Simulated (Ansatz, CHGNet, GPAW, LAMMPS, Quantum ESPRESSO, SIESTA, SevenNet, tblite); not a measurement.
## Amorphous polyacrylonitrile (as short chains C14N4H18) at 540 K (108 atoms) in Quantum ESPRESSO

Aim: run amorphous polyacrylonitrile (as short chains C14N4H18) at 540 K (108 atoms) in Quantum ESPRESSO and see how near its forces come to a plane-wave reference, and at what cost.

Method: the method is named at each step, in Quantum ESPRESSO 7.5.

## Step 1: Starting point

The cell holds 108 atoms: 42 C, 12 N and 54 H. Its edges and angles: a = 10.877 Å, b = 10.877 Å, c = 10.877 Å, α = 90.0°, β = 90.0°, γ = 90.0°. 3 polyacrylonitrile chains of 4 units with methyl end groups placed at random, at 0.938 g/cm³; overlaps pushed apart, then 20 ps at 800 K with MMFF94 bonds, angles, torsions, charges and radii (Halgren, J. Comput. Chem. 17, 490 (1996)) in harmonic and 12-6 forms. Snapshot after 30 ps at 540 K and fixed volume.

The yardstick, on the same geometry:

```
method                                           : Kohn-Sham DFT, PBE, PAW, plane waves (Ansatz 0.2.0); cutoff 420 eV, Γ point, fermi-dirac smearing of 0.05 eV; PAW set soft_2
r.m.s. force component                           : 1.085 eV/Å
longest force                                    : 4.805 eV/Å
pressure                                         : 1.522 GPa
gap (highest filled to lowest empty level) : 5.45 eV
SCF cycles                                       : 11
time                                             : 13 s on 4 threads of Arm Neoverse V1, shared host
CPU time                                         : 49 s
```

## Step 2: PBE, sssp-1.3.0-efficiency, 60/480 Ry

Method: Kohn-Sham DFT, PBE, SSSP efficiency 1.3.0 pseudopotentials, plane waves.

File pw.in:

```
&control
  calculation = 'scf'
  pseudo_dir = './pseudo'
  outdir = './tmp'
  disk_io = 'none'
  tprnfor = .true.
  tstress = .true.
/
&system
  ibrav = 0
  nat = 108
  ntyp = 3
  ecutwfc = 60
  ecutrho = 480
  nosym = .true.
  occupations = 'smearing'
  smearing = 'fd'
  degauss = 0.003675
/
&electrons
  conv_thr = 5.4e-07
  electron_maxstep = 100
  mixing_beta = 0.4
  mixing_mode = 'plain'
  diagonalization = 'david'
/
ATOMIC_SPECIES
C 12.011 C.upf
N 14.007 N.upf
H 1.008 H.upf
CELL_PARAMETERS angstrom
10.87734 0.00000 0.00000
0.00000 10.87734 0.00000
0.00000 0.00000 10.87734
ATOMIC_POSITIONS crystal
C 0.47688 0.28299 0.75057
C 0.47484 0.24542 0.87800
C 0.35162 0.20251 0.91225
C 0.26021 0.30208 0.93146
N 0.18111 0.37356 0.93926
C 0.37773 0.13724 0.03497
C 0.26080 0.07599 0.07999
C 0.24671 0.95356 0.03512
N 0.24496 0.86162 0.98355
C 0.25639 0.08223 0.21872
C 0.21324 0.19787 0.29459
C 0.08672 0.22075 0.27476
N 0.97809 0.21953 0.25864
C 0.29414 0.31751 0.27843
C 0.25502 0.43328 0.36228
C 0.22699 0.39431 0.48058
N 0.18319 0.37897 0.57901
C 0.35701 0.53207 0.35588
H 0.41264 0.36144 0.73553
H 0.56626 0.30417 0.71635
H 0.43562 0.20957 0.69305
H 0.50274 0.31921 0.94524
H 0.54228 0.17228 0.89022
H 0.32168 0.13438 0.84510
H 0.41273 0.19873 0.10377
H 0.45071 0.06451 0.02843
H 0.17861 0.12372 0.06093
H 0.19450 0.00644 0.24600
H 0.34398 0.07106 0.26672
H 0.21888 0.16626 0.39401
H 0.28598 0.34949 0.18405
H 0.38564 0.29754 0.29446
H 0.16497 0.47176 0.32526
H 0.33048 0.62141 0.39530
H 0.38832 0.54865 0.25983
H 0.42672 0.51621 0.42377
C 0.07625 0.77303 0.47570
C 0.13095 0.67981 0.57065
C 0.11289 0.72718 0.70380
C 0.97734 0.72723 0.73116
N 0.86816 0.72840 0.73340
C 0.18666 0.66245 0.81082
C 0.32169 0.64266 0.78547
C 0.39890 0.60012 0.89360
N 0.45582 0.57362 0.97862
C 0.39672 0.74462 0.72467
C 0.53222 0.72080 0.70050
C 0.58057 0.61021 0.63841
N 0.60886 0.52295 0.58608
C 0.58700 0.82970 0.63673
C 0.53795 0.84003 0.50283
C 0.50147 0.96530 0.47498
N 0.46045 0.06784 0.46274
C 0.63695 0.80601 0.41219
H 0.05200 0.72860 0.38602
H 0.99004 0.81332 0.50608
[... 48 atom lines left out ...]
H 0.91566 0.29839 0.45564
H 0.69966 0.32391 0.46786
H 0.67501 0.19023 0.56617
H 0.73766 0.17069 0.41153
K_POINTS gamma
```

On the command line:

```console
> OMP_NUM_THREADS=1 mpirun -np 4 pw.x -in pw.in > output.txt
```

The log of the run:

```text
Program PWSCF
     gamma-point specific algorithms are used
     one sub-group per band group will be used
     scalapack distributed-memory algorithm (size of sub-group:  2*  2 procs)
     Parallelization info
     sticks:   dense  smooth     PW     G-vecs:    dense   smooth      PW
     Min        4033    2015    505               385571   136271   17058
     Max        4036    2018    508               385584   136278   17064
     Sum       16141    8069   2025              1542323   545105   68243
     bravais-lattice index     =            0
     lattice parameter (alat)  =      20.5552  a.u.
     unit-cell volume          =    8684.8978 (a.u.)^3
     number of atoms/cell      =          108
     number of atomic types    =            3
     number of electrons       =       282.00
     number of Kohn-Sham states=          169
     kinetic-energy cutoff     =      60.0000  Ry
     charge density cutoff     =     480.0000  Ry
     scf convergence threshold =      5.4E-07
     mixing beta               =       0.4000
     number of iterations used =            8  plain     mixing
     Exchange-correlation= PBE
                           (   1   4   3   4   0   0   0)
     crystal axes: (cart. coord. in units of alat)
               a(1) = (   1.000000   0.000000   0.000000 )
               a(2) = (   0.000000   1.000000   0.000000 )
               a(3) = (   0.000000   0.000000   1.000000 )
     reciprocal axes: (cart. coord. in units 2 pi/alat)
               b(1) = (  1.000000  0.000000  0.000000 )
               b(2) = (  0.000000  1.000000  0.000000 )
               b(3) = (  0.000000  0.000000  1.000000 )
     PseudoPot. # 1 for C :
     Pseudo is Projector augmented-wave + core cor, Zval =  4.0
     PseudoPot. # 2 for N :
     Pseudo is Ultrasoft + core correction, Zval =  5.0
     PseudoPot. # 3 for H :
     Pseudo is Ultrasoft, Zval =  1.0
     atomic species   valence    mass     pseudopotential
     C                 4.00    12.01100     C ( 1.00)
     N                 5.00    14.00700     N ( 1.00)
     H                 1.00     1.00800     H ( 1.00)
     No symmetry found
   Cartesian axes
     number of k points=     1  Fermi-Dirac smearing, width (Ry)=  0.0037
                       cart. coord. in units 2pi/alat
        k(    1) = (   0.0000000   0.0000000   0.0000000), wk =   2.0000000
     Dense  grid:   771162 G-vectors     FFT dimensions: ( 144, 144, 144)
     Smooth grid:   272553 G-vectors     FFT dimensions: ( 108, 108, 108)
     Check: negative core charge=   -0.000002
     Initial potential from superposition of free atoms
     starting charge     281.9977, renormalised to     282.0000
     Starting wfcs are  270 randomized atomic wfcs
     Self-consistent Calculation
     iteration #  1     ecut=    60.00 Ry     beta= 0.40
     total energy              =   -1078.87154051 Ry
     estimated scf accuracy    <      11.27477963 Ry
     iteration #  2     ecut=    60.00 Ry     beta= 0.40
     total energy              =   -1079.31369596 Ry
     estimated scf accuracy    <       1.78082392 Ry
     iteration #  3     ecut=    60.00 Ry     beta= 0.40
     total energy              =   -1079.47489070 Ry
     estimated scf accuracy    <       0.53645313 Ry
     iteration #  4     ecut=    60.00 Ry     beta= 0.40
     total energy              =   -1079.51048508 Ry
     estimated scf accuracy    <       0.11009682 Ry
     iteration #  5     ecut=    60.00 Ry     beta= 0.40
     total energy              =   -1079.52185250 Ry
     estimated scf accuracy    <       0.00896998 Ry
     iteration #  6     ecut=    60.00 Ry     beta= 0.40
     total energy              =   -1079.52304718 Ry
     estimated scf accuracy    <       0.00196642 Ry
     iteration #  7     ecut=    60.00 Ry     beta= 0.40
     total energy              =   -1079.52332191 Ry
     estimated scf accuracy    <       0.00029774 Ry
     iteration #  8     ecut=    60.00 Ry     beta= 0.40
     total energy              =   -1079.52336091 Ry
     estimated scf accuracy    <       0.00005964 Ry
     iteration #  9     ecut=    60.00 Ry     beta= 0.40
     total energy              =   -1079.52337009 Ry
     estimated scf accuracy    <       0.00000946 Ry
     iteration # 10     ecut=    60.00 Ry     beta= 0.40
     total energy              =   -1079.52337190 Ry
     estimated scf accuracy    <       0.00000398 Ry
     iteration # 11     ecut=    60.00 Ry     beta= 0.40
     total energy              =   -1079.52337193 Ry
     estimated scf accuracy    <       0.00000104 Ry
     iteration # 12     ecut=    60.00 Ry     beta= 0.40
     End of self-consistent calculation
          k = 0.0000 0.0000 0.0000 ( 34122 PWs)   bands (ev):
   -18.6859 -18.3073 -18.2636 -18.2319 -18.0169 -17.9315 -17.8971 -17.8600
   -17.7854 -17.7106 -17.6720 -17.5057 -17.2268 -16.8686 -16.7813 -16.4769
   -16.2632 -16.0570 -15.7965 -15.7807 -15.5135 -15.0383 -14.9081 -14.8127
   -13.6019 -13.5018 -13.2679 -12.6937 -12.5879 -12.3666 -12.3429 -11.8534
   -11.5300 -11.4987 -11.4131 -11.3636 -10.9944 -10.9299 -10.8096 -10.3999
   -10.3897 -10.3564  -9.4296  -9.0483  -8.8261  -8.7755  -8.7329  -8.4770
    -8.3065  -8.2038  -8.0299  -7.9076  -7.6937  -7.5743  -7.4995  -7.4677
    -7.3032  -7.1693  -7.0408  -6.9137  -6.7738  -6.7354  -6.6439  -6.5551
    -6.4477  -6.3832  -6.2818  -6.1315  -6.0307  -5.9638  -5.8992  -5.7473
    -5.7133  -5.5919  -5.5720  -5.4990  -5.4651  -5.4183  -5.3729  -5.2780
    -5.2193  -5.0945  -5.0222  -4.9409  -4.9028  -4.8647  -4.6833  -4.6577
    -4.5876  -4.5334  -4.4911  -4.4343  -4.3954  -4.3863  -4.3374  -4.2943
[...]
-3.1579  -3.0789  -3.0352  -2.9917  -2.9468  -2.9025  -2.8198  -2.7655
    -2.7220  -2.6053  -2.5903  -2.5233  -2.4471   3.0042   3.3630   3.4263
     3.5022   3.5558   3.6102   3.6488   3.7232   3.8370   3.8934   3.9242
     3.9501   4.0007   4.0385   4.0634   4.1249   4.1619   4.1645   4.2825
     4.3227   4.3391   4.5555   4.5956   4.6807   4.7287   4.7763   4.8457
     4.9782
     the Fermi energy is    -0.6878 ev
!    total energy              =   -1079.52337213 Ry
     estimated scf accuracy    <       0.00000017 Ry
     smearing contrib. (-TS)   =      -0.00000000 Ry
     internal energy E=F+TS    =   -1079.52337213 Ry
     The total energy is F=E-TS. E is the sum of the following terms:
     one-electron contribution =    -897.35652804 Ry
     hartree contribution      =     531.52230103 Ry
     xc contribution           =    -296.62192367 Ry
     ewald contribution        =    -158.01594683 Ry
     one-center paw contrib.   =    -259.05127463 Ry
     convergence has been achieved in  12 iterations
     Forces acting on atoms (cartesian axes, Ry/au):
     atom    1 type  1   force =    -0.05561449    0.03517107   -0.08044517
     atom    2 type  1   force =     0.06281906    0.04831854    0.03558271
     atom    3 type  1   force =     0.00293622   -0.01718735    0.07750962
     atom    4 type  1   force =     0.00898323   -0.03149068   -0.03084304
     atom    5 type  2   force =     0.00928072    0.00824367    0.01031886
     atom    6 type  1   force =    -0.03073153   -0.05336133   -0.02508572
     atom    7 type  1   force =     0.02859005    0.02375729    0.08081875
     atom    8 type  1   force =     0.00997371    0.04403151    0.00442947
     atom    9 type  2   force =    -0.00101620   -0.06561256   -0.02371217
     atom   10 type  1   force =    -0.00774608   -0.02929087    0.09251980
     atom   11 type  1   force =     0.04744568    0.01559170    0.01392006
     atom   12 type  1   force =    -0.17552693   -0.00810207   -0.03007358
[...]
atom  104 type  3   force =    -0.01148162   -0.01696211    0.02119463
     atom  105 type  3   force =    -0.02753321   -0.00663861    0.04649704
     atom  106 type  3   force =    -0.03386808   -0.00390983   -0.00511667
     atom  107 type  3   force =    -0.00062488    0.00661305   -0.00591942
     atom  108 type  3   force =    -0.01316499    0.02650217    0.03144362
     Total force =     0.762678     Total SCF correction =     0.000576
     Computing stress (Cartesian axis) and pressure
          total   stress  (Ry/bohr**3)                   (kbar)     P=       15.39
   0.00010341  -0.00002455  -0.00002866           15.21       -3.61       -4.22
  -0.00002455   0.00010674  -0.00001396           -3.61       15.70       -2.05
  -0.00002866  -0.00001396   0.00010374           -4.22       -2.05       15.26
     Message from routine punch:
     Nothing written, as per user request (disk_io='none')
```

Run time: 89 s. Hardware: 4 MPI ranks of Arm Neoverse V1, shared host; peak memory 2.8 GiB; 5.9 min of CPU time.

Banners, paths, timers and routine set-up lines are dropped from the logs unmarked, and long logs keep their key lines alone; longer cuts are marked.

Numbers from this run, and their distance from the reference:

```
r.m.s. force component                           : 1.089 eV/Å
r.m.s. difference of force components            : 35.65 meV/Å
longest difference of force vectors              : 222.5 meV/Å
force difference over r.m.s. force               : 3.285 %
slope of forces against the reference's          : 1.003
correlation of force components                  : 0.9995
gap (highest filled to lowest empty level) : 5.451 eV
gap difference                                   : 0.0017 eV
pressure                                         : 1.539 GPa
pressure difference                              : 0.0167 GPa
```

Length of the force difference by element (eV/Å):

```
element  atoms   mean   most
      C     42  0.043   0.22
      H     54  0.013  0.018
      N     12   0.12   0.22
```

Levels nearest the highest filled one (eV from it): -0.63, -0.59, -0.54, -0.50, -0.46, -0.37, -0.32, -0.27, -0.16, -0.14, -0.08, 0.00, 5.45, 5.81, 5.87, 5.95, 6.00, 6.06, 6.10, 6.17, 6.28, 6.34, 6.37, 6.40.

A closer look about N81, picked at random: 9 atoms, nearest first, numbered in the order of the input, with positions taken from that point.

```
atom      x      y      z  distance (Å)  bonds     Fx     Fy  Fz (eV/Å)
 N81   0.00   0.00   0.00          0.00      1   1.06   2.22      -0.70
 C80   0.56   1.00  -0.32          1.19      2  -0.51  -2.06       0.08
 C79   1.26   2.27  -0.66          2.68      4  -2.14  -1.66      -1.24
 H23  -1.85   0.07  -2.01          2.74      1   0.02  -0.35       0.28
 H26  -2.85  -1.10  -0.51          3.09      1  -0.47   0.62      -0.37
 H99   2.23   2.21  -0.30          3.15      1   2.30  -0.61       1.19
 H22  -2.28   1.67  -1.41          3.16      1  -0.04  -0.38      -0.66
 H93   0.79  -2.96   0.87          3.18      1   0.88  -0.77      -0.19
H102   0.51   0.95  -3.02          3.20      1   0.38  -0.44      -0.09
```

Forces lie 3.3 % from the reference's, at 7.3 times its CPU time.

The difference per atom is largest on N (0.12 eV/Å on average, against 0.043 on C).

## Step 3: PBE, sssp-1.3.0-efficiency, 30/240 Ry

Method: Kohn-Sham DFT, PBE, SSSP efficiency 1.3.0 pseudopotentials, plane waves.

Changes to pw.in since step 2:

```diff
@@ -12,4 +12,4 @@
   ntyp = 3
-  ecutwfc = 60
-  ecutrho = 480
+  ecutwfc = 30
+  ecutrho = 240
   nosym = .true.
```

On the command line:

```console
> OMP_NUM_THREADS=1 mpirun -np 2 pw.x -in pw.in > output.txt
```

The log of the run:

```text
[banner, memory and clock lines left out]
Program PWSCF
     gamma-point specific algorithms are used
     bravais-lattice index     =            0
     lattice parameter (alat)  =      20.5552  a.u.
     unit-cell volume          =    8684.8978 (a.u.)^3
[... lines left out ...]
     number of k points=     1  Fermi-Dirac smearing, width (Ry)=  0.0037
[... lines left out ...]
     total energy              =   -1078.05337372 Ry
[... lines left out ...]
     total energy              =   -1078.74497725 Ry
[... lines left out ...]
     total energy              =   -1078.83587273 Ry
[... lines left out ...]
     total energy              =   -1078.88986870 Ry
[... lines left out ...]
     total energy              =   -1078.88987081 Ry
[... lines left out ...]
     the Fermi energy is    -0.7031 ev
!    total energy              =   -1078.88987151 Ry
[... lines left out ...]
     smearing contrib. (-TS)   =      -0.00000000 Ry
     internal energy E=F+TS    =   -1078.88987151 Ry
     The total energy is F=E-TS. E is the sum of the following terms:
     one-electron contribution =    -896.27073137 Ry
     hartree contribution      =     530.94645843 Ry
     xc contribution           =    -296.46764114 Ry
     ewald contribution        =    -158.01594755 Ry
     one-center paw contrib.   =    -259.08200988 Ry
     convergence has been achieved in  11 iterations
     Forces acting on atoms (cartesian axes, Ry/au):
     atom    1 type  1   force =    -0.05667549    0.03352832   -0.07437510
     atom    2 type  1   force =     0.05791341    0.04945655    0.03129303
     atom    3 type  1   force =     0.00609268   -0.01365301    0.08036707
[...]
atom  107 type  3   force =    -0.00287722    0.00480564   -0.00297707
     atom  108 type  3   force =    -0.01302443    0.02483419    0.02906785
     Total force =     0.774998     Total SCF correction =     0.000704
     Computing stress (Cartesian axis) and pressure
          total   stress  (Ry/bohr**3)                   (kbar)     P=      -26.64
  -0.00017410  -0.00003582  -0.00002050          -25.61       -5.27       -3.02
  -0.00003582  -0.00017766  -0.00001232           -5.27      -26.13       -1.81
  -0.00002050  -0.00001232  -0.00019142           -3.02       -1.81      -28.16
     Message from routine punch:
     Nothing written, as per user request (disk_io='none')
```

It took 56 s on 2 MPI ranks; peak memory 1.1 GiB; 1.9 min of CPU time.

Compared with the plane-wave run:

```yaml
r_m_s_force_component: 1.107 eV/Å
r_m_s_difference_of_force_components: 229.5 meV/Å
longest_difference_of_force_vectors: 1086 meV/Å
force_difference_over_r_m_s_force: 21.15 %
slope_of_forces_against_the_reference_s: 0.9979
correlation_of_force_components: 0.9783
spacing_of_highest_filled_and_lowest_empty_level: 5.433 eV
gap_difference: -0.0166 eV
pressure: -2.663 GPa
pressure_difference: -4.186 GPa
energy_less_the_same_level_run_s: 79.81 meV/atom
r_m_s_force_difference_from_the_same_level_run: 196.6 meV/Å
```

This is a coarse setting, run to see what it loses.

Against the first run (3.3 %), the force difference from the reference is 21 %, at 0.32 times the CPU time (on 2 against 4 cores): the cutoff matters here.

The difference per atom is largest on N (0.80 eV/Å on average, against 0.31 on C).

## Step 4: Side by side

Differences are against the plane-wave reference, forces as r.m.s. over components; share is that over the reference's r.m.s. force, slope the least-squares factor from reference forces to these. Total energies of different programs have different zeros and aren't compared.

```
                                              run  Δ force, r.m.s. (meV/Å)  share (%)  slope  Δ pressure (GPa)  Δ gap (eV)  cores  CPU time  memory (GiB)
                                        reference                        -          -      -                 -           -      4      49 s           1.2
         QE PBE, sssp-1.3.0-efficiency, 60/480 Ry                     35.7       3.29  1.003            0.0167      0.0017      4   5.9 min           2.8
QE PBE, sssp-1.3.0-efficiency, 30/240 Ry (coarse)                      230       21.2  0.998             -4.19     -0.0166      2   1.9 min           1.1
```

Rows marked coarse were listed beforehand as settings not expected to be converged; some can still land near the reference.

CPU time is summed over cores on a shared host, where runs went side by side, so it is rough. Symmetry, cutoffs, thresholds, outputs and thread counts weren't matched or tuned between programs; memory under MPI is the largest rank's times the ranks.

Within one program, basis, potentials and functional, energies share a zero. Each run against its twin at the usual cutoff or grid and solver:

```
                                     run                              twin  Δ energy (meV/atom)  Δ force, r.m.s. (meV/Å)         CPU time over the twin's
QE PBE, sssp-1.3.0-efficiency, 30/240 Ry  sssp-1.3.0-efficiency, 60/480 Ry                 79.8                      197  0.32 (this twin ran on 4 cores)
```

## Step 5: What came out

```json
{"nearest in forces": "QE PBE, sssp-1.3.0-efficiency, 60/480 Ry, 3.3 %", "its CPU time": "5.9 min"}
```

**Reading.** PBE on plane waves or a grid with other potentials, cutoffs or grids, coarse settings apart, differs from the reference by 3.3 % (QE PBE, sssp-1.3.0-efficiency, 60/480 Ry) of the r.m.s. force; this holds the reference's own error, so differences of a few per cent don't tell which side is nearer the exact PBE result (QE's 60 Ry are 816 eV, against the reference's 420 eV). Runs with settings chosen to be coarse differ by 21 % (QE PBE, sssp-1.3.0-efficiency, 30/240 Ry), their programs' other errors included. None of the electronic-structure runs in the table takes under half the reference's CPU time of 49 s; they take 2.3 to 7.3 times as much. At the same functional, gaps differ from the reference's 5.45 eV by between -0.02 and +0.00 eV. In pressure, QE PBE, sssp-1.3.0-efficiency, 30/240 Ry misses by -4.2 GPa, at the same functional; a cutoff this low leaves a large Pulay stress. The network of contacts between molecules at the start is that of the classical potential that made the cell, and needn't be the one that DFT or experiment would give. The reference's PBE has no dispersion term, which matters for the binding between molecules or layers. The density was typed from a rule of thumb and may lie off the real one at this temperature. The electronic-structure runs sample only Γ, in a cell whose shortest periodic width is 11 Å.

[Also dropped from logs without a mark: logging warnings of Python, and SIESTA's first energy breakdown and zero terms.]

[Logs are printed without paths, hosts, clocks, repeated set-up lines and the standing remarks that a program may print on its own settings, such as how far it seeks lower states.]

[Hosts, paths, dates, database ids (printed as entryN), source tags and the programs' standing remarks are cut or masked in the printed files.]

[The MMFF94 radii named for the starting cell were scaled by 0.96; in molecules described by MMFF94, hydrogen bound to N, O or S took a small fixed 12-6 site in their place.]
